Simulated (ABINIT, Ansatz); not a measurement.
# Quasiparticle gap of YSF (P4/nmm) in ABINIT, part 2 of 2

Aim: the G0W0 gap of YSF (P4/nmm) on LDA, step by step.

ABINIT 10.8.3; LDA and many-body steps on it, plane waves. Known limits of the many-body steps: not at the basis limit; no spin-orbit coupling; coarse k mesh.

So far. Step 2 (Ground state): The gap is direct, at Γ. Step 3 (Empty states on the mesh, 4×4×2 mesh, 344 bands): On this mesh the gap is 1.172 eV.

## Step 4: Screening, 4×4×2 mesh, 314 bands, screening to 217.7 eV

The RPA dielectric matrix is built and inverted for each q.

This step: RPA screening on LDA, plane waves, norm-conserving pseudopotentials.

run.abi

```
acell 3*1.0 Angstrom
rprim 
  3.772985040000 0.000000000000 0.000000000000
  0.000000000000 3.772985040000 0.000000000000
  0.000000000000 0.000000000000 6.826667120000
ntypat 3
znucl 39 16 9
natom 6
typat 1 1 2 2 3 3
xred 
  0.000000000000 0.500000000000 0.227228020000
  0.500000000000 0.000000000000 0.772771980000
  0.000000000000 0.500000000000 0.645567190000
  0.500000000000 0.000000000000 0.354432810000
  0.000000000000 0.000000000000 0.000000000000
  0.500000000000 0.500000000000 0.000000000000
pp_dirpath "pseudos"
pseudos "Y.upf, S.upf, F.upf"
ecut 36
ngkpt 4 4 2
nshiftk 1
shiftk 0 0 0
kptopt 1
chksymbreak 0
istwfk *1
occopt 1
irdwfk 1
optdriver 3
nband 314
ecuteps 8
inclvkb 2
awtr 1
symchi 1
indata_prefix "in"
outdata_prefix "out"
tmpdata_prefix "tmp"
```

Command:

```
$ OMP_NUM_THREADS=1 mpirun -n 8 abinit run.abi > log
```

Numbers of over 12 decimals in the logs are rounded to 6 here.

The program printed:

```text
.Version 10.8.3 of ABINIT. v10.8.2 released Aug 2026.

 Symmetries : space group P4/n m m (#129); Bravais tP (primitive tetrag.)
[... echo of the input left out ...]
== DATASET  1 ==================================================================
-   mpi_nproc: 8, omp_nthreads: 1 (-1 if OMP is not activated)

--- !DatasetInfo
iteration_state: {dtset: 1, }
dimensions: {natom: 6, nkpt: 12, mband: 314, nsppol: 1, nspinor: 1, nspden: 1, mpw: 6802, }
cutoff_energies: {ecut:  36.0, pawecutdg:  -1.0, }
electrons: {nelect:   4.80000000E+01, charge:   0.00000000E+00, occopt:   1.00000000E+00, tsmear:   1.00000000E-02, }

 SCREENING: Calculation of the susceptibility and dielectric matrices

 Based on a program developped by R.W. Godby, V. Olevano, G. Onida, and L. Reining.
 Incorporated in ABINIT by V. Olevano, G.-M. Rignanese, and M. Torrent.
.Using double precision arithmetic ; gwpc =  8

[... cell and pseudopotentials left out ...]
--------------------------------------------------------------------------------

 ==== K-mesh for the wavefunctions ====
 Number of points in the irreducible wedge :    12
[... list of points left out ...]
 Together with 16 symmetry operations and time-reversal symmetry
 yields    32 points in the full Brillouin Zone.

 ==== Q-mesh for the screening function ====
 Number of points in the irreducible wedge :    12
[... list of points left out ...]
 Together with 16 symmetry operations and time-reversal symmetry
 yields    32 points in the full Brillouin Zone.

 setmesh: FFT mesh size selected  =    30x   30x   54
          total number of points  =        48600

 vcoul_init : cutoff-mode = AUXILIARY_FUNCTION
 q-points for optical limit:   1
     1)      0.000010    0.000020    0.000030

- screening: taking advantage of time-reversal symmetry
- Maximum band index for partially occupied states nbvw = 24
- Remaining bands to be divided among processors   nbcw = 290
- Number of bands treated by each node ~36

 Number of electrons calculated from density =   48.0000; Expected =   48.0000
 average of density, n =  0.073192
 r_s =    1.4830
 omega_plasma =   26.0969 [eV]

 calculating chi0 at frequencies [eV] :
  1    0.000000E+00    0.000000E+00
  2    0.000000E+00    2.609687E+01

--------------------------------------------------------------------------------
  q-point number  1        q = ( 0.000000, 0.000000, 0.000000) [r.l.u.]
--------------------------------------------------------------------------------
[... chi0 elements left out ...]
 For q-point:  0.000010 0.000020 0.000030
  dielectric constant =   6.0547
  dielectric constant without local fields =   7.0107

  Average fulfillment of the sum rule on Im[epsilon] for q-point    1 :     82.34  [%]
[... wings left out ...]
  q-point number  2        q = ( 0.250000, 0.000000, 0.000000) [r.l.u.]
--------------------------------------------------------------------------------
[... chi0 elements left out ...]
  Average fulfillment of the sum rule on Im[epsilon] for q-point    2 :     85.88  [%]

 [... 10 further q-points ...]
```

Run time: 8.5 min. Hardware: 8 MPI ranks of Arm Neoverse V1, shared host; peak memory 6 GiB; 68 min of CPU time.

Numbers from this step:

```
ε∞ with local fields, on this mesh, along the program's q direction : 6.055
the same without local fields                                       : 7.011
plasma frequency                                                    : 26.10 eV
plane waves in the screening matrix                                 : 717
```

Local fields lower ε∞ by 14 %. On a Γ-centred mesh this coarse the value itself is usually too large, while a short band sum pulls it down.

## Step 5: Self-energy, 4×4×2 mesh, 314 bands, screening to 217.7 eV

The self-energy is evaluated for the states that the input lists, and the levels follow from it, in one-shot runs by the linearised quasiparticle equation.

This step: G0W0 on LDA, plane waves, norm-conserving pseudopotentials.

Edit run.abi of step 4 so:

```diff
@@ -27,8 +27,15 @@
 irdwfk 1
-optdriver 3
+optdriver 4
 nband 314
+gwcalctyp 0
+ecutsigx 36
+symsigma 1
+nkptgw 1
+kptgw 
+  0.0000000000 0.0000000000 0.0000000000
+bdgw 
+  23 26
 ecuteps 8
-inclvkb 2
-awtr 1
-symchi 1
+irdscr 1
+ppmodel 1
 indata_prefix "in"
```

The program printed:

```text
.Version 10.8.3 of ABINIT. v10.8.2 released Aug 2026.

 Symmetries : space group P4/n m m (#129); Bravais tP (primitive tetrag.)
[... echo of the input left out ...]
== DATASET  1 ==================================================================
-   mpi_nproc: 8, omp_nthreads: 1 (-1 if OMP is not activated)

--- !DatasetInfo
iteration_state: {dtset: 1, }
dimensions: {natom: 6, nkpt: 12, mband: 314, nsppol: 1, nspinor: 1, nspden: 1, mpw: 6802, }
cutoff_energies: {ecut:  36.0, pawecutdg:  -1.0, }
electrons: {nelect:   4.80000000E+01, charge:   0.00000000E+00, occopt:   1.00000000E+00, tsmear:   1.00000000E-02, }

 SIGMA: Calculation of the GW corrections

 Based on a program developped by R.W. Godby, V. Olevano, G. Onida, and L. Reining.
 Incorporated in ABINIT by V. Olevano, G.-M. Rignanese, and M. Torrent.
.Using double precision arithmetic ; gwpc =  8

[... cell and pseudopotentials left out ...]
--------------------------------------------------------------------------------

 ==== K-mesh for the wavefunctions ====
 Number of points in the irreducible wedge :    12
[... list of points left out ...]
 Together with 16 symmetry operations and time-reversal symmetry
 yields    32 points in the full Brillouin Zone.

 ==== Q-mesh for screening function ====
 Number of points in the irreducible wedge :    12
[... list of points left out ...]
 Together with 16 symmetry operations and time-reversal symmetry
 yields    32 points in the full Brillouin Zone.

 vcoul_init : cutoff-mode = AUXILIARY_FUNCTION
 q-points for optical limit:   1
     1)      0.000010    0.000020    0.000030
 setmesh: FFT mesh size selected  =    40x   40x   72
          total number of points  =       115200

 Number of electrons calculated from density =   48.0000; Expected =   48.0000
 average of density, n =  0.073192
 r_s =    1.4830
 omega_plasma =   26.0969 [eV]

 === KS Band Gaps ===
  >>>> For spin  1
   Minimum direct gap =   1.1724 [eV], located at k-point      :   0.0000  0.0000  0.0000
   Fundamental gap    =   1.1724 [eV], Top of valence bands at :   0.0000  0.0000  0.0000
                                       Bottom of conduction at :   0.0000  0.0000  0.0000
 SIGMA fundamental parameters:
 PLASMON POLE MODEL  1
 number of plane-waves for SigmaX                 6783
 number of plane-waves for SigmaC and W            717
 number of plane-waves for wavefunctions          6783
 number of bands                                   314
 number of independent spin polarizations            1
 number of spinorial components                      1
 number of k-points in IBZ                          12
 number of q-points in IBZ                          12
 number of symmetry operations                      16
 number of k-points in BZ                           32
 number of q-points in BZ                           32
 number of frequencies for dSigma/dE                 9
 frequency step for dSigma/dE [eV]                0.25
 number of omega for Sigma on real axis              0
 max omega for Sigma on real axis  [eV]           0.00
 zcut for avoiding poles [eV]                     0.10

 EPSILON^-1 parameters (SCR file):
 dimension of the eps^-1 matrix on file            717
 dimension of the eps^-1 matrix used               717
 number of plane-waves for wavefunctions          6783
 number of bands                                   314
 number of q-points in IBZ                          12
 number of frequencies                               2
 number of real frequencies                          1
 number of imag frequencies                          1

 matrix elements of self-energy operator (all in [eV])

 Perturbative Calculation

--- !SelfEnergy_ee
iteration_state: {dtset: 1, }
kpoint     : [   0.000,    0.000,    0.000, ]
spin       : 1
KS_gap     :    1.172
QP_gap     :    2.975
Delta_QP_KS:    1.802
data: !SigmaeeData |
     Band     E0 <VxcDFT>   SigX SigC(E0)      Z dSigC/dE  Sig(E)    E-E0       E
       23   6.840 -13.583 -16.361   1.493   0.796  -0.256 -14.607  -1.023   5.817
       24   6.840 -13.583 -16.361   1.493   0.796  -0.256 -14.607  -1.023   5.817
       25   8.012 -11.644  -6.693  -4.006   0.824  -0.213 -10.865   0.779   8.791
       26   9.761 -14.045  -8.822  -4.054   0.811  -0.233 -13.097   0.948  10.709

== END DATASET(S) ==============================================================
================================================================================

 -outvars: echo values of variables after computation  --------
           etotal      0.0000000000E+00
            nband         314
             nkpt          12
          spgroup         129
 [... the other variables as echoed above ...]

 Calculation completed.
```

Wall time 50 s (8 MPI ranks); peak memory 6.9 GiB; 6.7 min of CPU time.

Numbers from this step:

| Item | Value |
| --- | --- |
| G0W0 gap on the points computed | 2.974 eV |
| starting gap on the mesh | 1.172 eV |
| k of the valence top | 0, 0, 0 |
| k of the conduction bottom | 0, 0, 0 |
| Z at the valence top | 0.796 |
| Z at the conduction bottom | 0.824 |
| least direct G0W0 gap on the computed points | 2.974 eV |

The gap on the mesh goes from 1.17 eV to 2.97 eV, a correction of +1.80 eV.

Limits: finite bands, cutoff and mesh; no spin-orbit coupling; coarse k mesh. v1 is the top filled band, c1 the lowest empty one. The levels before and after the correction (eV, zero at the valence-band top of each column):

|  | conduction bottom | valence top |
| --- | --- | --- |
| Kohn-Sham | 1.17 | 0.00 |
| G0W0 | 2.97 | 0.00 |

|  | level | energy (eV) |
| --- | --- | --- |
| Kohn-Sham | Γ v2-v1 | 0.000 |
| Kohn-Sham | Γ c1 | 1.172 |
| Kohn-Sham | Γ c2 | 2.921 |
| G0W0 | Γ v2-v1 | 0.000 |
| G0W0 | Γ c1 | 2.974 |
| G0W0 | Γ c2 | 4.892 |

## Step 6: Where the time went

Times are wall times on 8 MPI ranks of Arm Neoverse V1, shared host, good to a factor of about two.

| step | time | share | memory (GiB) |
| --- | --- | --- | --- |
| ground state | 40 s | 5 % | 0.74 |
| empty states on the mesh | 4.9 min | 33 % | 1.0 |
| screening | 8.5 min | 57 % | 6.0 |
| self-energy | 50 s | 6 % | 6.9 |

## Step 7: Results

* LDA gap: 1.17 eV, direct
* G0W0 gap on the mesh: 2.97 eV
* GW settings: 4×4×2 mesh, 314 bands, screening to 217.7 eV, Godby-Needs plasmon pole
* known limits: not at the basis limit; no spin-orbit coupling; coarse k mesh

What this shows: G0W0 moves the gap on the mesh from 1.17 eV to 2.97 eV (+1.80 eV), with Z of 0.80 and 0.82 at the edges. Local fields lower the RPA ε∞ on this mesh from 7.01 to 6.05; a Γ-centred mesh this coarse tends to raise both, most where the direct gap is narrow, while a short band sum lowers them. Only 1 of the mesh's irreducible points was corrected, so a valley elsewhere could overtake. The dearest step here is «screening». Bands and cutoff are finite, so the gap is not at the basis limit. The miss can reach some tenths of an eV and take either sign; the mesh is an error of its own. In the G0W0 run levels were corrected at 1 k point alone, so a gap called «on the mesh» is the least over those, and an edge elsewhere would be missed. The 4×4×2 mesh is coarse for this cell, which bears on the long-range parts of exchange and screening. The many-body steps are scalar-relativistic: spin-orbit coupling is not in them.

[Paths, hosts, dates, memory and timing lines, banners, echoed tables and standing remarks are left out of the program output.]

[Logs are printed without paths, hosts, clocks, repeated set-up lines and the standing remarks that a program may print on its own settings, such as how far it seeks lower states.]

[Runs of the session that timed out or met a known fault of the program may be left out.]

[Hosts, paths, dates, database ids (printed as entryN), source tags and the programs' standing remarks are cut or masked in the printed files.]

[G0W0 gaps are taken among the corrected bands and points alone; a level outside them can change the order at an edge.]

[Where Ansatz stands beside ABINIT at settings called matched, ABINIT's density can come from a denser mesh and the files from another edition; pairs whose starting gaps differed by over 0.03 eV were left out, so agreement reads better than it is.]
